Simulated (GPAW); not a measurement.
**Optical response of TaF3**

Aim: the dielectric function of TaF3, and the optical constants that follow from it.

Main program and level: GPAW 26.7.0; DFT, RPBE, plane-wave PAW (GPAW data sets), scalar-relativistic, RPA, optical limit.

### Step 1. The structure

Symmetry: Pm-3m, No. 221, cubic system. The conventional cell has a = 3.901 Å, b = 3.901 Å, c = 3.901 Å, α = 90.00°, β = 90.00°, γ = 90.00°. Nearest to Ta lie 6 F at 1.95 Å. F has 2 Ta at 1.95 Å nearest. Farther neighbours and most contacts between anions are not listed.

As a file:

```cif
data_structure
_symmetry_space_group_name_H-M 'Pm-3m'
_symmetry_Int_Tables_number 221
_cell_length_a 3.9012
_cell_length_b 3.9012
_cell_length_c 3.9012
_cell_angle_alpha 90.000
_cell_angle_beta 90.000
_cell_angle_gamma 90.000
_cell_volume 59.37
loop_
_atom_site_label
_atom_site_type_symbol
_atom_site_symmetry_multiplicity
_atom_site_Wyckoff_symbol
_atom_site_fract_x
_atom_site_fract_y
_atom_site_fract_z
_atom_site_occupancy
Ta1 Ta 1 a 0.00000 0.00000 0.00000 1
F1 F 3 d 0.00000 0.00000 0.50000 1
```

### Step 2. Ground state

First the ground state: is it a metal or has it a gap?

This step: DFT, RPBE, plane-wave PAW (GPAW data sets), scalar-relativistic, ground state (GPAW 26.7.0).

Input file gs.py:

```python
from ase import Atoms
from ase.dft.bandgap import bandgap
from gpaw import GPAW, PW, FermiDirac

atoms = Atoms(['Ta', 'F', 'F', 'F'],
              cell=[[3.90120000, 0.00000000, 0.00000000],
                    [0.00000000, 3.90120000, 0.00000000],
                    [0.00000000, 0.00000000, 3.90120000]],
              scaled_positions=[[0.00000000, 0.00000000, 0.00000000],
                                [0.00000000, 0.00000000, 0.50000000],
                                [0.00000000, 0.50000000, 0.00000000],
                                [0.50000000, 0.00000000, 0.00000000]],
              pbc=[True, True, True])
atoms.calc = GPAW(mode=PW(450), xc='RPBE', kpts={'size': (6, 6, 6), 'gamma': True},
                  occupations=FermiDirac(0.05), maxiter=150, txt='gs.txt')
print('energy (eV)', atoms.get_potential_energy())
print('Fermi level (eV)', atoms.calc.get_fermi_level())
print('valence electrons', atoms.calc.get_number_of_electrons())
print('gap (eV)', bandgap(atoms.calc, output=None)[0])
print('direct gap (eV)', bandgap(atoms.calc, direct=True, output=None)[0])
atoms.calc.write('gs.gpw')
```

On the command line:

```console
> OMP_NUM_THREADS=1 python gs.py
```

Numbers of over 12 decimals in the logs are rounded to 6 here.

Log:

```text
__  _  _
 | _ |_)|_||  |
 |__||  | ||/\| - 26.7.0

Versions:
  Python: 3.12.14
  ASE:    3.29.0
  Numpy:  2.5.5
  Scipy:  1.18.1
  Libxc:  7.0.0

Input parameters:
  mode=PW(ecut=450.000000),
  kpts=MonkhorstPack(size=(6, 6, 6), gamma=True),
  maxiter=150,
  occupations=Occupations(name='fermi-dirac', width=0.05, fixmagmom=False),
  xc=XC(name='RPBE')

Diagonalizing LCAO Hamiltonian
Converting LCAO to pw mode
   .---------.
  /|         |
 * |         |
 | |         |
 | |         |
 F .---------.
 |F         /
 Ta---F----*

Atoms  # Å, Bohr magnetons
|   | symbol |        x |        y |        z |    initial magnetic moments |
| 0 |     Ta | 0.000000 | 0.000000 | 0.000000 | ( 0.0000,  0.0000,  0.0000) |
| 1 |      F | 0.000000 | 0.000000 | 1.950600 | ( 0.0000,  0.0000,  0.0000) |
| 2 |      F | 0.000000 | 1.950600 | 0.000000 | ( 0.0000,  0.0000,  0.0000) |
| 3 |      F | 1.950600 | 0.000000 | 0.000000 | ( 0.0000,  0.0000,  0.0000) |

Unit cell  # Å
| periodic |        x |        y |        z |  lengths |    angles |
|      yes | 3.901200 | 0.000000 | 0.000000 | 3.901200 | 90.000000 |
|      yes | 0.000000 | 3.901200 | 0.000000 | 3.901200 | 90.000000 |
|      yes | 0.000000 | 0.000000 | 3.901200 | 3.901200 | 90.000000 |

Number of symmetries: 48
Symmetry operations  # r_c * U_cc + t_c -> r_c
|    | kind |            matrix            |
|  0 |  E   |  1, 0, 0,  0, 1, 0,  0, 0, 1 |
|  1 |  σ   |  1, 0, 0,  0, 1, 0,  0, 0,-1 |
|  2 |  σ   |  1, 0, 0,  0, 0, 1,  0, 1, 0 |
|  3 |  C4  |  1, 0, 0,  0, 0, 1,  0,-1, 0 |
|  4 |  C4  |  1, 0, 0,  0, 0,-1,  0, 1, 0 |
|  5 |  σ   |  1, 0, 0,  0, 0,-1,  0,-1, 0 |
|  6 |  σ   |  1, 0, 0,  0,-1, 0,  0, 0, 1 |
|  7 |  C2  |  1, 0, 0,  0,-1, 0,  0, 0,-1 |
|  8 |  σ   |  0, 1, 0,  1, 0, 0,  0, 0, 1 |
|  9 |  C2  |  0, 1, 0,  1, 0, 0,  0, 0,-1 |
| 10 |  C3  |  0, 1, 0,  0, 0, 1,  1, 0, 0 |
| 11 |  S6  |  0, 1, 0,  0, 0, 1, -1, 0, 0 |
| 12 |  S6  |  0, 1, 0,  0, 0,-1,  1, 0, 0 |
| 13 |  C3  |  0, 1, 0,  0, 0,-1, -1, 0, 0 |
| 14 |  C4  |  0, 1, 0, -1, 0, 0,  0, 0, 1 |
| 15 |  S4  |  0, 1, 0, -1, 0, 0,  0, 0,-1 |
| 16 |  C3  |  0, 0, 1,  1, 0, 0,  0, 1, 0 |
| 17 |  S6  |  0, 0, 1,  1, 0, 0,  0,-1, 0 |
| 18 |  σ   |  0, 0, 1,  0, 1, 0,  1, 0, 0 |
| 19 |  C4  |  0, 0, 1,  0, 1, 0, -1, 0, 0 |
| 20 |  C2  |  0, 0, 1,  0,-1, 0,  1, 0, 0 |
| 21 |  S4  |  0, 0, 1,  0,-1, 0, -1, 0, 0 |
| 22 |  S6  |  0, 0, 1, -1, 0, 0,  0, 1, 0 |
| 23 |  C3  |  0, 0, 1, -1, 0, 0,  0,-1, 0 |
| 24 |  S6  |  0, 0,-1,  1, 0, 0,  0, 1, 0 |
| 25 |  C3  |  0, 0,-1,  1, 0, 0,  0,-1, 0 |
| 26 |  C4  |  0, 0,-1,  0, 1, 0,  1, 0, 0 |
| 27 |  σ   |  0, 0,-1,  0, 1, 0, -1, 0, 0 |
| 28 |  S4  |  0, 0,-1,  0,-1, 0,  1, 0, 0 |
| 29 |  C2  |  0, 0,-1,  0,-1, 0, -1, 0, 0 |
| 30 |  C3  |  0, 0,-1, -1, 0, 0,  0, 1, 0 |
| 31 |  S6  |  0, 0,-1, -1, 0, 0,  0,-1, 0 |
| 32 |  C4  |  0,-1, 0,  1, 0, 0,  0, 0, 1 |
| 33 |  S4  |  0,-1, 0,  1, 0, 0,  0, 0,-1 |
| 34 |  S6  |  0,-1, 0,  0, 0, 1,  1, 0, 0 |
| 35 |  C3  |  0,-1, 0,  0, 0, 1, -1, 0, 0 |
| 36 |  C3  |  0,-1, 0,  0, 0,-1,  1, 0, 0 |
| 37 |  S6  |  0,-1, 0,  0, 0,-1, -1, 0, 0 |
| 38 |  σ   |  0,-1, 0, -1, 0, 0,  0, 0, 1 |
| 39 |  C2  |  0,-1, 0, -1, 0, 0,  0, 0,-1 |
| 40 |  σ   | -1, 0, 0,  0, 1, 0,  0, 0, 1 |
| 41 |  C2  | -1, 0, 0,  0, 1, 0,  0, 0,-1 |
| 42 |  C2  | -1, 0, 0,  0, 0, 1,  0, 1, 0 |
| 43 |  S4  | -1, 0, 0,  0, 0, 1,  0,-1, 0 |
| 44 |  S4  | -1, 0, 0,  0, 0,-1,  0, 1, 0 |
| 45 |  C2  | -1, 0, 0,  0, 0,-1,  0,-1, 0 |
| 46 |  C2  | -1, 0, 0,  0,-1, 0,  0, 0, 1 |
| 47 |  i   | -1, 0, 0,  0,-1, 0,  0, 0,-1 |

BZ-sampling:
  Number of BZ points: 216
  Number of IBZ points: 20

  Monkhorst-Pack size: [6, 6, 6]
  Monkhorst-Pack shift: [0.083333, 0.083333, 0.083333]

K-points  # in reciprocal-cell coordinates
|     |                                coordinates |     weight |
|   0 | (  0.00000000,   0.00000000,   0.00000000) | 0.00462963 |
|   1 | (  0.16666667,   0.00000000,   0.00000000) | 0.02777778 |
|   2 | (  0.16666667,   0.16666667,   0.00000000) | 0.05555556 |
|   3 | (  0.16666667,   0.16666667,   0.16666667) | 0.03703704 |
|   4 | (  0.33333333,   0.00000000,   0.00000000) | 0.02777778 |
|   5 | (  0.33333333,   0.16666667,   0.00000000) | 0.11111111 |
|   6 | (  0.33333333,   0.16666667,   0.16666667) | 0.11111111 |
|   7 | (  0.33333333,   0.33333333,   0.00000000) | 0.05555556 |
|   8 | (  0.33333333,   0.33333333,   0.16666667) | 0.11111111 |
|   9 | (  0.33333333,   0.33333333,   0.33333333) | 0.03703704 |
| ... |                                            |            |
|  19 | (  0.50000000,   0.50000000,   0.50000000) | 0.00462963 |

Plane wave coefficients: 1328
Cutoff: 450.000000 eV

Spin-components: 1 (collinear spins)
Bands:           25
Projectors:      21
Spin-degeneracy: 2
Datatype:        complex128

Parallelization:
  kpt:    1
  domain: 1
  band:   1

Density:
  Valence electrons: 34.0
  Components: 1
  Grid points: [20 20 20]
  Charge: 0.0  # |e|

Potential:
  Grid points: [20 20 20]

species:
  Ta:
    name:    Tantalum
    id:
    Z:       73.0
    valence: 13
    core:    60
    charge:  0.0  # [|e|]
    compensation charges:
      type: gauss
      rc: 0.42  # [Å]
      lmax: 2
    cutoffs:
      filter: 2.36  # [Å]
      core: 3.45  # [Å]
    projectors
    | kind |    occ | energy [eV] | rcut [Å] |
    |   5s |  2.000 |     -72.771 |    1.365 |
    |   6s |  2.000 |      -5.369 |    1.365 |
    |   5p |  6.000 |     -39.410 |    1.349 |
    |   6p |  0.000 |      -1.395 |    1.349 |
    |   5d |  3.000 |      -3.553 |    1.307 |
    |    d |        |      23.659 |    1.307 |

    Using partial waves for Ta as LCAO basis

  F:
    name:    Fluorine
    id:
    Z:       9.0
    valence: 7
    core:    2
    charge:  0.0  # [|e|]
    compensation charges:
      type: gauss
      rc: 0.20  # [Å]
      lmax: 2
    cutoffs:
      filter: 1.14  # [Å]
      core: 0.74  # [Å]
    projectors
    | kind |    occ | energy [eV] | rcut [Å] |
    |   2s |  2.000 |     -29.979 |    0.635 |
    |   2p |  5.000 |     -11.057 |    0.635 |
    |    s |        |      -2.768 |    0.635 |
    |    p |        |      16.154 |    0.635 |
    |    d |        |       0.000 |    0.635 |

    Using partial waves for F as LCAO basis

Reference energy: -432334.642537  # eV

eigensolver:
  PPCG
  Converge bands: occupied
  niter=2

density mixing:
  MSR1-Mixer
  Pratt-step length: 0.05
  Maximum mixing coefficient: 0.75
  Old densities: 10
  SVD Regularization: 0.005
  Good broyden scale: 1.0
  Trust region scale: 1.0
  Backstep threshold: 4.0
  History deletion threshold: 6.0
  Fourier metric: weight=20.0, sigma=0.015

occupation numbers:
  Fermi-Dirac:
    width: 0.0500  # eV

poisson solver:
  ecut: 3600.000000  # eV

xc functional:
  name: RPBE with 2 nearest neighbor stencil

convergence criteria:
- Maximum [total energy] change in last 3 cyles: 0.0005 eV / valence electron
- Maximum integral of absolute [dens]ity change: 0.0001 electrons / valence electron
- Maximum integral of absolute [eigenst]ate change: 4e-08 eV^2 / valence electron
maximum number of iterations: 150

SCF iterations
|iter     |      energy | eigst |  dens |
|iter:   1||  -22.525394 | -0.03 |       |
|iter:   2||  -22.238470 | -2.23 | -1.13 |
|iter:   3||  -21.420099 | -0.96 | -1.18 |
|iter:   4||  -21.430201 | -2.97 | -1.69 |
|iter:   5||  -21.434165c| -3.61 | -2.02 |
|iter:   6||  -21.434995c| -3.79 | -2.70 |
|iter:   7||  -21.434430c| -4.66 | -2.98 |
|iter:   8||  -21.434462c| -6.16 | -3.72 |
|iter:   9||  -21.434459c| -7.96c| -4.58c|

Converged in 9 steps
SCF loop duration: 7.218 s (0.802 s/step)
Energy contributions relative to reference atoms: (reference = -432334.642537)

Energy contributions:
  Kinetic:          63.934256
  Coulomb:         -58.132575
  Zero:              0.526031
  External:          0.000000
  Xc:              -27.750484
  Entropy:          -0.023372
  Spinorbit:         0.000000
  ----------------------------
  Free energy:     -21.446145
  Extrapolated:    -21.434459

dipole moment: (-37.149739, -37.149739, -37.149739)  # |e|*Ang

Fermi level: 7.705
Eigenvalues  # (at kpt = [0.000, 0.000, 0.000])
| band index |      eig [eV] | occ [0-2] |
|          0 |       -62.391 |     2.000 |
|        ... |               |           |
|         12 |        -1.648 |     2.000 |
|         13 |        -1.599 |     2.000 |
|         14 |        -1.599 |     2.000 |
|         15 |        -1.599 |     2.000 |
|         16 |         6.427 |     2.000 |
|         17 |         6.427 |     2.000 |
|         18 |         6.427 |     2.000 |
|         19 |         7.319 |     1.999 |
|         20 |        10.296 |     0.000 |
|         21 |        10.296 |     0.000 |
|         22 |        16.785 |     0.000 |
|         23 |        17.233 |     0.000 |
|         24 |        17.233 |     0.000 |

No gap
No difference between direct/indirect transitions

--- standard output ---
energy (eV) -21.434459
Fermi level (eV) 7.704654
valence electrons 34.0
gap (eV) 0.0
direct gap (eV) 0.0
```

Run time: 8.8 s. Hardware: 1 thread of Arm Neoverse V2, shared host; peak memory 0.15 GiB.

Read-outs, printed or worked out from the files:

| Quantity | Value |
| --- | --- |
| energy | -21.43 eV |
| Fermi energy | 7.705 eV |
| electrons | 34 |

There are states at the Fermi level within the smearing, so the occupations stay smeared and the carriers get a Drude term.

### Step 3. Bands for the response

The response needs many more empty bands than the density does.

This step: DFT, RPBE, plane-wave PAW (GPAW data sets), scalar-relativistic, bands at fixed density (GPAW 26.7.0).

Input file nscf.py:

```python
from ase.dft.bandgap import bandgap
from gpaw import GPAW, FermiDirac

calc = GPAW('gs.gpw').fixed_density(kpts={'size': (8, 8, 8), 'gamma': True}, nbands=53, convergence={'bands': 47},
                                    occupations=FermiDirac(0.05), txt='nscf.txt')
print('gap (eV)', bandgap(calc, output=None)[0])
print('direct gap (eV)', bandgap(calc, direct=True, output=None)[0])
print('top band over the Fermi level (eV)', min(calc.get_eigenvalues(kpt=k)[46] for k in range(len(calc.get_ibz_k_points()))) - calc.get_fermi_level())
calc.write('full.gpw', mode='all')
```

On the command line:

```console
> OMP_NUM_THREADS=1 python nscf.py
```

Log:

```text
Diagonalizing LCAO Hamiltonian
Converting LCAO to pw mode
convergence criteria:
- Maximum integral of absolute [eigenst]ate change: 4e-08 eV^2 / valence electron
maximum number of iterations: 150

SCF iterations
|iter     |      energy | eigst |  dens |
|iter:   1||             | +3.27 |       |
|iter:   2||             | +2.00 |       |
|iter:   3||             | +0.90 |       |
|iter:   4||             | -0.23 |       |
|iter:   5||             | -1.03 |       |
|iter:   6||             | -2.02 |       |
|iter:   7||             | -2.76 |       |
|iter:   8||             | -3.73 |       |
|iter:   9||             | -4.47 |       |
|iter:  10||             | -5.42 |       |
|iter:  11||             | -6.11 |       |
|iter:  12||             | -6.79 |       |
|iter:  13||             | -7.27 |       |
|iter:  14||             | -7.73c|       |
SCF steps: 14
  __  _  _
 | _ |_)|_||  |
 |__||  | ||/\| - 26.7.0

Versions:
  Python: 3.12.14
  ASE:    3.29.0
  Numpy:  2.5.5
  Scipy:  1.18.1
  Libxc:  7.0.0

Input parameters:
  mode=PW(ecut=450.000000),
  convergence={'bands': 47},
  gpts=array([20, 20, 20]),
  kpts=MonkhorstPack(size=(8, 8, 8), gamma=True),
  maxiter=150,
  nbands=53,
  occupations=Occupations(name='fermi-dirac', width=0.05, fixmagmom=False),
  parallel={},
  xc=XC(name='RPBE')

--- standard output ---
gap (eV) 0.0
direct gap (eV) 0.0
top band over the Fermi level (eV) 28.860725
```

Wall time 37 s (1 thread); peak memory 0.19 GiB.

(Continued in part 2 of 2.)

[Machine, clock and banner lines and Python warnings are left out of the logs.]

[Logs are printed without paths, hosts, clocks, repeated set-up lines and the standing remarks that a program may print on its own settings, such as how far it seeks lower states.]

[Hosts, paths, dates, database ids (printed as entryN), source tags and the programs' standing remarks are cut or masked in the printed files.]
